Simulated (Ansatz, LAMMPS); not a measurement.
# Which site? a vacancy of O in amorphous HfO2 at 7.65 g/cm^3 (78 atoms), part 3 of 3

At which site of amorphous HfO2 at 7.65 g/cm^3 (78 atoms) does a vacancy of O cost least, and what about the site decides it?

Ansatz 0.2.0; Kohn-Sham DFT, PBE, PAW (set soft_2), plane waves.

The cell: 26 Hf and 52 O. The quench rate of 50 K/ps is orders of magnitude faster than experiment. The starting topology of bonds comes from the classical model. Sampling is at Γ alone, for a cell whose shortest periodic width is 11 Å. Spin–orbit coupling is left out.

So far. Step 12 (Vacancy of O, site O51): The relaxation converged after 22 steps, 0.675 eV below its start, with a largest force component of 0.042 eV/Å.

### Step 13. Vacancy of O, site O78

The site has 3 bonded neighbours (Hf3) at 2.18 Å on average. 

input.yaml reads:

```yaml
crystal:
  lattice:
    - [10.5908, 0.0, 0.0]
    - [0.0, 10.5908, 0.0]
    - [0.0, 0.0, 10.5908]
  atoms:
    [... atom lines 1 to 74 left out ...]
    - { symbol: O, position: [0.80862, 0.40784, 0.40312] }
    - { symbol: O, position: [0.00751, 0.81195, 0.08776] }
    - { symbol: O, position: [0.15095, 0.37705, 0.29339] }
kpoints:
  mp_grid: { grid: [1, 1, 1] }
hamiltonian:
  xc: pbe
scf:
  occupations: { method: fermi_dirac, width: 0.025 }
output:
  forces: true
  eigenvalues: true
relax:
  f_tol: 0.05
  max_steps: 90
```

On the command line:

```sh
ansatz run input.yaml --threads 4 --pin off --max-ram 8192MiB --backend cpu --events-out ev --progress --plain --runs-dir out
```

Numbers of over 12 decimals in the logs are rounded to 6 here.

Log:

```text
[...]
Crystal: 77 atoms, lattice volume = 1187.918 Å³
Basis set: ecut = 420 eV, 23127 PW (Γ), exchange–correlation on 144×144×144 points (8 copies of the dense FFT grid, shifted against one another)
Bands: 590, of which v1, the nominal top of the filled ones, is band 491 counted from 1 (490 counted from 0)
Symmetry: 1 space group operations
[...]
k-points: 1
[...]
SCF iter   1: F=—  HF=-437816.595149 eV  |F-HF|=—  |Δ(HF+E_count)|=         —  Δρ=4.79e-3  dr2=4.46e-1  ethr=1.77e-3  ⟨swp⟩=5.0  Hψ=1829  notcnv=0  defer=66
[...]
SCF iter   7: F=—  HF=-437816.528391 eV  |F-HF|=—  |Δ(HF+E_count)|=   1.49e-4  Δρ=5.16e-5  dr2=3.96e-5  ethr=1.50e-8  ⟨swp⟩=3.0  Hψ=876  notcnv=0  defer=91
SCF iter   8: F=-437816.528408 eV  HF=-437816.528408 eV  |F-HF|=6.87e-7  |Δ(HF+E_count)|=   1.66e-5  Δρ=2.77e-5  dr2=9.81e-6  ethr=4.03e-9  ⟨swp⟩=11.0  Hψ=2710  notcnv=0
SCF 1 converged in 8 iterations: F = -437816.528408 eV  dr2 = 9.81e-6
[...]
relax step   1: F+E_penalty+E_count = -437816.52840842 eV  Δ(F+E_penalty+E_count) = +0.000e0 eV  max|allowed force component| = 7.347e-1 eV/Å  Δτ_max = 0.0000 Å  (8 SCF iters, dr2 threshold 6.25e-5 eV, accepted)
[...]
relax step   2: F+E_penalty+E_count = -437816.62162007 eV  Δ(F+E_penalty+E_count) = -9.321e-2 eV  max|allowed force component| = 4.089e-1 eV/Å  Δτ_max = 0.1516 Å  (7 SCF iters, dr2 threshold 3.37e-5 eV, accepted)
[...]
relax step   3: F+E_penalty+E_count = -437816.66798279 eV  Δ(F+E_penalty+E_count) = -4.636e-2 eV  max|allowed force component| = 2.382e-1 eV/Å  Δτ_max = 0.0478 Å  (6 SCF iters, dr2 threshold 1.05e-5 eV, accepted)
relax step   4: F+E_penalty+E_count = -437816.52596689 eV  Δ(F+E_penalty+E_count) = +1.420e-1 eV  max|allowed force component| = 5.717e-1 eV/Å  Δτ_max = 0.2000 Å  (7 SCF iters, dr2 threshold 1.76e-5 eV, rejected (line search))
relax step   5: F+E_penalty+E_count = -437816.68962515 eV  Δ(F+E_penalty+E_count) = -2.164e-2 eV  max|allowed force component| = 7.901e-2 eV/Å  Δτ_max = 0.0482 Å  (10 SCF iters, accepted)
relax step   6: F+E_penalty+E_count = -437816.68958675 eV  Δ(F+E_penalty+E_count) = +3.840e-5 eV  max|allowed force component| = 1.378e-1 eV/Å  Δτ_max = 0.1000 Å  (9 SCF iters, rejected (line search))
relax step   7: F+E_penalty+E_count = -437816.69977985 eV  Δ(F+E_penalty+E_count) = -1.015e-2 eV  max|allowed force component| = 5.905e-2 eV/Å  Δτ_max = 0.0489 Å  (9 SCF iters, accepted)
relax step   8: F+E_penalty+E_count = -437816.70200207 eV  Δ(F+E_penalty+E_count) = -2.222e-3 eV  max|allowed force component| = 7.655e-2 eV/Å  Δτ_max = 0.0464 Å  (9 SCF iters, accepted)
relax step   9: F+E_penalty+E_count = -437816.70401275 eV  Δ(F+E_penalty+E_count) = -2.011e-3 eV  max|allowed force component| = 4.501e-2 eV/Å  Δτ_max = 0.0091 Å  (5 SCF iters, dr2 threshold 3.27e-6 eV, accepted)
[...]
relax step  10: F+E_penalty+E_count = -437816.70401323 eV  Δ(F+E_penalty+E_count) = -4.788e-7 eV  max|allowed force component| = 4.472e-2 eV/Å  Δτ_max = 0.0000 Å  (4 SCF iters, accepted)
SCF converged after 4 iterations
Free energy (F): -437816.704013 eV
[...]
Internal energy: -437816.704013 eV  (E = F + TS)
E sigma→0 (E₀):  -437816.704013 eV
Fermi energy:    12.289705 eV
[...]
Σ components = -437816.704013   (vs F -437816.704013, Δ=0.00e0)
--- Forces (eV/Å), atoms counted from 1 ---
  atom   1  Hf     0.02155433     0.01921935    -0.01411474
  atom   2  Hf     0.00077257     0.00844170    -0.01038607
  atom   3  Hf     0.01077955    -0.00069228     0.00658179
  atom   4  Hf     0.00727064     0.00957577    -0.00182493
[...]
atom  77  O      0.00970054    -0.00246808    -0.01410942
  max |Σ_I F_I| component: 3.68e-5 eV/Å
--- Band table (eV) ---
[...]
--- Relaxed structure (10 steps of the walk, 8 accepted, 0 SCFs on fresh bases) ---
  F+E_penalty+E_count = -437816.70401323 eV   max|allowed force component| = 4.472e-2 eV/Å
  atoms:
    - { symbol: Hf, position: [0.464192, 0.610000, 0.279335] }
    - { symbol: Hf, position: [0.134581, 0.723033, 0.205929] }
    - { symbol: Hf, position: [0.744440, 0.596904, 0.767161] }
    - { symbol: Hf, position: [0.686127, 0.383904, 0.066661] }
[...]
- { symbol: O, position: [0.153261, 0.377599, 0.294035] }
```

Wall time 6.5 min (4 threads of Intel Xeon at 2.50GHz (Skylake/Cascade Lake), shared host); peak memory 2 GiB; 22 min of CPU time.

The relaxation converged after 10 steps, 0.176 eV below its start, with a largest force component of 0.045 eV/Å.

### Step 14. The sites compared

All these cells hold the same atoms, so their energies can be compared with no chemical potential.

```
site  neighbours  mean distance (Å)  atoms within 6 Å  energy over the best site (eV)  before relaxation (eV)  gain on relaxing (eV)
 O62         Hf2               1.96                56                            0.00                    0.00                   0.26
 O51         Hf3               2.15                59                            0.00                    0.41                   0.68
 O64         Hf3               2.18                61                            0.45                    0.49                   0.30
 O78         Hf3               2.18                59                            0.49                    0.41                   0.18
 O28         Hf4               2.29                65                            0.50                    0.37                   0.14
 O69         Hf3               2.08                57                            0.51                    0.34                   0.09
 O66         Hf3               2.13                61                            0.70                    0.56                   0.13
 O59         Hf2               1.97                60                            0.84                    0.84                   0.26
 O43         Hf3               2.21                60                            0.86                    0.68                   0.08
```

Neighbours are those of the relaxed host within 2.98 Å (O-Hf); other pairs aren't counted.

### Step 15. What came out

The cheapest site is O62 (2 neighbours, Hf2); the dearest, O43 (3 neighbours, Hf3), costs 0.86 eV more. O51 lies within 0.02 eV of the cheapest, a tie at this tolerance. By coordination the energies over the best site are 0.00 to 0.84 eV with 2 neighbours, 0.00 to 0.86 eV with 3 neighbours and 0.50 eV with 4 neighbours. Relaxation gains 0.082 to 0.68 eV and leaves the best site the same.

**Limits.** Defects are neutral and interact with their images. The defect cells ran without spin polarisation, so cut bonds can't carry moments. In a disordered cell the relaxation can also rearrange atoms far from the site. Only 9 of the 52 O sites were tried; unless symmetry makes the others alike to these, a cheaper one may exist. The pressure of -5.3 GPa means that a free cell would contract at this level.

The DFT runs together took 71 min of wall time.

[Logs are printed without paths, hosts, clocks, repeated set-up lines and the standing remarks that a program may print on its own settings, such as how far it seeks lower states.]

[Hosts, paths, dates, database ids (printed as entryN), source tags and the programs' standing remarks are cut or masked in the printed files.]
